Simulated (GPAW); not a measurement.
**Quasiparticle gap of CaAlSiH (P3m1) in GPAW**

How does a plane-wave GW calculation on CaAlSiH (P3m1) run from the first input to the gap?

Main program and level: GPAW 26.7.0; LDA and many-body steps on it, plane waves.

This is a report of a sequence of runs, with most program output left out.

## 1. Set-up

The structure is trigonal, space group P3m1 (No. 156). Conventional cell: a = 4.143 Å, b = 4.143 Å, c = 4.698 Å, α = 90.00°, β = 90.00°, γ = 120.00°. Nearest to Ca lie 3 H at 2.42 Å and 3 Si at 3.14 Å. Nearest to Al lie 1 H at 1.75 Å and 3 Si at 2.45 Å. Nearest to Si lie 3 Al at 2.45 Å and 3 Ca at 3.14 Å. H has 1 Al at 1.75 Å and 3 Ca at 2.42 Å nearest. Farther neighbours are not listed.

As a file:

```
Ca Al Si H
1.0
     4.14328    0.00000    0.00000
    -2.07164    3.58819    0.00000
     0.00000    0.00000    4.69823
Ca Al Si H
1 1 1 1
Direct
  0.00000 0.00000 0.99992
  0.66667 0.33333 0.45711
  0.33333 0.66667 0.56589
  0.66667 0.33333 0.08378
```

The cell and positions are those that the Materials Project relaxed with its own functionals (PBE, PBE+U or r2SCAN), kept fixed.

## 2. Ground state

This step: GPAW 26.7.0; DFT, LDA, plane waves, PAW.

The ground-state density comes first.

run.py

```python
import json
import numpy as np
from gpaw.mpi import world
from ase import Atoms
from gpaw import GPAW, PW, FermiDirac

atoms = Atoms(['Ca', 'Al', 'Si', 'H'],
    cell=[[4.1432802295, 0.0000000000, 0.0000000000],
      [-2.0716401148, 3.5881859337, 0.0000000000],
      [0.0000000000, 0.0000000000, 4.6982260000]],
    scaled_positions=[[0.0000000000, 0.0000000000, 0.9999210000],
      [0.6666666667, 0.3333333333, 0.4571120000],
      [0.3333333333, 0.6666666667, 0.5658920000],
      [0.6666666667, 0.3333333333, 0.0837750000]],
    pbc=(True, True, True))
calc = GPAW(mode=PW(600),
    xc='LDA',
    kpts={'size': (6, 6, 6), 'gamma': True},
    occupations=FermiDirac(0.001),
    nbands=-8,
    convergence={'density': 1e-6, 'bands': -3},
    maxiter=100,
    txt='gs.txt')
atoms.calc = calc
res = {'energy': atoms.get_potential_energy()}
kpts = calc.get_ibz_k_points()
res['kpts'] = kpts
res['eigenvalues'] = [calc.get_eigenvalues(kpt=k) for k in range(len(kpts))]
res['n_electrons'] = calc.get_number_of_electrons()
calc.write('gs.gpw')

if world.rank == 0:
    with open('result.json', 'w') as f:
        json.dump(res, f, default=lambda x: x.tolist())
```

Started as:

```console
$ mpirun -n 4 gpaw python run.py
```

Run time: 9.8 s. Hardware: 4 MPI ranks of Arm Neoverse V1, shared host; peak memory 0.69 GiB.

Numbers from this step:

| Item | Value |
| --- | --- |
| total energy | -17.68 eV |
| gap | 0.2627 eV |
| k of the valence top | 0, 0, 0.5 |
| k of the conduction bottom | 0.5, 0.5, 0 |
| least direct gap | 1.200 eV |

The gap is indirect, with the least direct gap 0.94 eV higher.

## 3. Bands along the symmetry lines

The cheap functional maps the bands first; the places of the edges decide which points the dearer methods must see.

run.py

```python
import json
import numpy as np
from gpaw.mpi import world
from gpaw import GPAW

path = [[0.000000, 0.000000, 0.000000],
    [0.062500, 0.000000, 0.000000],
    [0.125000, 0.000000, 0.000000],
    [0.187500, 0.000000, 0.000000],
    [0.250000, 0.000000, 0.000000],
    [0.312500, 0.000000, 0.000000],
    [0.375000, 0.000000, 0.000000],
    [0.437500, 0.000000, 0.000000],
    [0.500000, 0.000000, 0.000000],
    [0.479167, 0.041667, 0.000000],
    [0.458333, 0.083333, 0.000000],
    [0.437500, 0.125000, 0.000000],
    [0.416667, 0.166667, 0.000000],
    [0.395833, 0.208333, 0.000000],
    [0.375000, 0.250000, 0.000000],
    [0.354167, 0.291667, 0.000000],
    [0.333333, 0.333333, 0.000000],
    [0.291667, 0.291667, 0.000000],
    [0.250000, 0.250000, 0.000000],
    [0.208333, 0.208333, 0.000000],
    [0.166667, 0.166667, 0.000000],
    [0.125000, 0.125000, 0.000000],
    [0.083333, 0.083333, 0.000000],
    [0.041667, 0.041667, 0.000000],
    [0.000000, 0.000000, 0.000000],
    [0.000000, 0.000000, 0.062500],
    [0.000000, 0.000000, 0.125000],
    [0.000000, 0.000000, 0.187500],
    [0.000000, 0.000000, 0.250000],
    [0.000000, 0.000000, 0.312500],
    [0.000000, 0.000000, 0.375000],
    [0.000000, 0.000000, 0.437500],
    [0.000000, 0.000000, 0.500000],
    [0.062500, 0.000000, 0.500000],
    [0.125000, 0.000000, 0.500000],
    [0.187500, 0.000000, 0.500000],
    [0.250000, 0.000000, 0.500000],
    [0.312500, 0.000000, 0.500000],
    [0.375000, 0.000000, 0.500000],
    [0.437500, 0.000000, 0.500000],
    [0.500000, 0.000000, 0.500000],
    [0.479167, 0.041667, 0.500000],
    [0.458333, 0.083333, 0.500000],
    [0.437500, 0.125000, 0.500000],
    [0.416667, 0.166667, 0.500000],
    [0.395833, 0.208333, 0.500000],
    [0.375000, 0.250000, 0.500000],
    [0.354167, 0.291667, 0.500000],
    [0.333333, 0.333333, 0.500000],
    [0.291667, 0.291667, 0.500000],
    [0.250000, 0.250000, 0.500000],
    [0.208333, 0.208333, 0.500000],
    [0.166667, 0.166667, 0.500000],
    [0.125000, 0.125000, 0.500000],
    [0.083333, 0.083333, 0.500000],
    [0.041667, 0.041667, 0.500000],
    [0.000000, 0.000000, 0.500000],
    [0.500000, 0.000000, 0.500000],
    [0.500000, 0.000000, 0.437500],
    [0.500000, 0.000000, 0.375000],
    [0.500000, 0.000000, 0.312500],
    [0.500000, 0.000000, 0.250000],
    [0.500000, 0.000000, 0.187500],
    [0.500000, 0.000000, 0.125000],
    [0.500000, 0.000000, 0.062500],
    [0.500000, -0.000000, 0.000000],
    [0.333333, 0.333333, 0.500000],
    [0.333333, 0.333333, 0.437500],
    [0.333333, 0.333333, 0.375000],
    [0.333333, 0.333333, 0.312500],
    [0.333333, 0.333333, 0.250000],
    [0.333333, 0.333333, 0.187500],
    [0.333333, 0.333333, 0.125000],
    [0.333333, 0.333333, 0.062500],
    [0.333333, 0.333333, 0.000000]]
calc = GPAW('gs.gpw').fixed_density(kpts=path,
    symmetry='off',
    nbands=19,
    convergence={'bands': 15},
    txt='bands.txt')
res = {}
kpts = calc.get_ibz_k_points()
res['kpts'] = kpts
res['eigenvalues'] = [calc.get_eigenvalues(kpt=k) for k in range(len(kpts))]
res['n_electrons'] = calc.get_number_of_electrons()

if world.rank == 0:
    with open('result.json', 'w') as f:
        json.dump(res, f, default=lambda x: x.tolist())
```

Started as:

```console
$ mpirun -n 4 gpaw python run.py
```

Wall time 16 s (4 MPI ranks); peak memory 0.79 GiB; 62 s of CPU time.

This step gave:

* gap: 0.2627 eV
* k of the valence top: 0, 0, 0.5
* k of the conduction bottom: 0.5, 0, 0
* least direct gap: 1.200 eV

The gap is 0.263 eV, as in the run before at this level.

Electronic bands along the path, in eV, zero at the top of the highest filled band:

```
    point  band 6  band 7  band 8  band 9  band 10  band 11  band 12  band 13
        Γ   -4.58   -1.96   -0.96   -0.96     1.41     2.51     2.51     3.24
  halfway   -5.10   -2.74   -1.56   -1.52     0.87     2.41     2.64     2.88
        M   -6.78   -3.28   -1.92   -0.94     0.26     1.82     2.22     2.39
  halfway   -6.75   -3.63   -2.54   -0.87     0.77     1.82     2.64     3.25
        K   -6.88   -4.17   -2.66   -0.84     0.67     2.17     2.99     4.00
  halfway   -5.28   -2.80   -2.24   -1.40     1.83     1.92     2.03     3.17
        Γ   -4.58   -1.96   -0.96   -0.96     1.41     2.51     2.51     3.24
  halfway   -5.67   -0.91   -0.76   -0.76     1.68     1.68     1.81     2.80
        A   -6.57   -0.49   -0.49    0.00     1.31     1.31     2.09     2.09
  halfway   -6.08   -3.32   -1.54   -1.29     1.23     2.43     2.64     3.32
        L   -6.05   -4.75   -2.18   -2.10     0.97     2.50     3.77     3.80
  halfway   -6.11   -4.66   -2.95   -2.04     1.80     2.31     3.65     3.87
        H   -6.28   -4.54   -3.56   -1.91     1.23     3.37     3.78     3.92
  halfway   -5.97   -3.60   -2.23   -1.41     1.97     2.65     2.78     2.90
        A   -6.57   -0.49   -0.49    0.00     1.31     1.31     2.09     2.09
jump to L   -6.05   -4.75   -2.18   -2.10     0.97     2.50     3.77     3.80
  halfway   -6.50   -4.00   -2.01   -1.55     0.34     2.40     2.85     3.50
        M   -6.78   -3.28   -1.92   -0.94     0.26     1.82     2.22     2.39
jump to H   -6.28   -4.54   -3.56   -1.91     1.23     3.37     3.78     3.92
  halfway   -6.64   -3.90   -3.67   -1.46     2.19     2.26     3.01     3.34
        K   -6.88   -4.17   -2.66   -0.84     0.67     2.17     2.99     4.00
```

## 4. Empty states on the mesh, 3×3×2 mesh, 93 bands

The sums over transitions need many empty states on a uniform mesh; this step solves for them.

run.py

```python
import json
import numpy as np
from gpaw.mpi import world
from gpaw import GPAW

calc = GPAW('gs.gpw').fixed_density(kpts={'size': (3, 3, 2), 'gamma': True},
    nbands=108,
    convergence={'bands': 93},
    txt='nscf.txt')
calc.write('full.gpw', mode='all')
res = {}
kpts = calc.get_ibz_k_points()
res['kpts'] = kpts
res['eigenvalues'] = [calc.get_eigenvalues(kpt=k) for k in range(len(kpts))]
res['n_electrons'] = calc.get_number_of_electrons()

if world.rank == 0:
    with open('result.json', 'w') as f:
        json.dump(res, f, default=lambda x: x.tolist())
```

Started as:

```console
$ mpirun -n 4 gpaw python run.py
```

Elapsed: 14 s, on 4 MPI ranks; peak memory 0.69 GiB; 55 s of CPU time.

This step gave:

* gap: 0.5925 eV
* k of the valence top: 0, 0, 0.5
* k of the conduction bottom: 0.3333, 0, 0
* least direct gap: 1.307 eV
* k points computed: 6
* lowest point of the top converged band, above the valence top: 53.6220 eV

On this mesh the gap is 0.593 eV. The earlier step found 0.263 eV, so this mesh misses an edge.

## 5. Screening and self-energy, 3×3×2 mesh, 83 bands, screening to 65 eV

Now the one-shot GW correction: screening in the RPA, then the self-energy of the levels asked for.

This step: G0W0 on LDA, plane waves, PAW.

run.py

```python
import json
import numpy as np
from gpaw.mpi import world
from gpaw.response.g0w0 import G0W0

gw = G0W0('full.gpw',
    filename='gw',
    kpts=[0, 1, 2],
    bands=(7, 11),
    ecut=65,
    nbands=83,
    integrate_gamma='WS',
    ppa=True)
gw.calculate()
res = {mode: {k: v for k, v in r.items() if k != 'sigma_eskwn'}
       for mode, r in gw.all_results.items()}

if world.rank == 0:
    with open('result.json', 'w') as f:
        json.dump(res, f, default=lambda x: x.tolist())
```

Started as:

```console
$ mpirun -n 4 gpaw python run.py
```

Run time: 12 s. Hardware: 4 MPI ranks; peak memory 1.2 GiB.

This step gave:

```
G0W0 gap on the points computed              : 1.207 eV
least direct G0W0 gap on the computed points : 2.317 eV
Z at the valence top                         : 0.7714
Z at the conduction bottom                   : 0.7774
starting gap on the mesh                     : 0.5925 eV
k of the valence top                         : 0, 0, 0.5
k of the conduction bottom                   : 0.3333, 0, 0
```

The gap on the mesh goes from 0.59 eV to 1.21 eV, a correction of +0.61 eV. The start differs from the 0.26 eV found before because the two sample other k points.

Limits: finite bands, cutoff and mesh; coarse k mesh. v1 is the top filled band, c1 the lowest empty one. The levels before and after the correction (eV, zero at the valence-band top of each column):

```
           conduction bottom  valence top
Kohn-Sham               0.59         0.00
     G0W0               1.21         0.00
```

```
                     level  energy (eV)
Kohn-Sham     (0 0 0.5) v2       -0.493
Kohn-Sham     (0 0 0.5) v1        0.000
Kohn-Sham  (0 0 0.5) c1-c2        1.307
Kohn-Sham   (0.333 0 0) v2       -1.729
Kohn-Sham   (0.333 0 0) v1       -1.308
Kohn-Sham   (0.333 0 0) c1        0.593
Kohn-Sham   (0.333 0 0) c2        1.986
     G0W0     (0 0 0.5) v2       -0.449
     G0W0     (0 0 0.5) v1        0.000
     G0W0  (0 0 0.5) c1-c2        2.317
     G0W0   (0.333 0 0) v2       -1.771
     G0W0   (0.333 0 0) v1       -1.219
     G0W0   (0.333 0 0) c1        1.207
     G0W0   (0.333 0 0) c2        2.702
```

## 6. Where the time went

Times are wall times on 4 MPI ranks of Arm Neoverse V1, shared host, good to a factor of about two.

```
                          step   time  share  memory (GiB)
                  ground state  9.8 s   19 %          0.69
bands along the symmetry lines   16 s   31 %          0.79
      empty states on the mesh   14 s   27 %          0.69
     screening and self-energy   12 s   23 %           1.2
```

## 7. What came out

* LDA gap: 0.26 eV, indirect
* G0W0 gap on the mesh: 1.21 eV
* G0W0 gap over the zone (rigid shift): 0.88 eV
* GW settings: 3×3×2 mesh, 83 bands, screening to 65 eV, Godby-Needs plasmon pole
* known limits: not at the basis limit; coarse k mesh

**Reading.** G0W0 moves the gap on the mesh from 0.59 eV to 1.21 eV (+0.61 eV), with Z of 0.77 and 0.78 at the edges. The mesh misses the band edges by 0.33 eV in all; a rigid shift gives 0.88 eV for the zone. Only 3 of the mesh's irreducible points were corrected, so a valley elsewhere could overtake. Bands and cutoff are finite, so the gap is not at the basis limit. The miss can reach some tenths of an eV and take either sign; the mesh is an error of its own. These stock PAW sets were not made for GW. In the G0W0 run levels were corrected at 3 k points alone, so a gap called «on the mesh» is the least over those, and an edge elsewhere would be missed. A denser mesh or path gives a starting gap of 0.26 eV: the GW mesh misses a band edge, so its gaps are not the fundamental one. The 3×3×2 mesh is coarse for this cell, which bears on the long-range parts of exchange and screening.

[Paths, hosts, dates, memory and timing lines, banners, echoed tables and standing remarks are left out of the program output.]

[Logs are printed without paths, hosts, clocks, repeated set-up lines and the standing remarks that a program may print on its own settings, such as how far it seeks lower states.]

[Runs of the session that timed out or met a known fault of the program may be left out.]

[Hosts, paths, dates, database ids (printed as entryN), source tags and the programs' standing remarks are cut or masked in the printed files.]
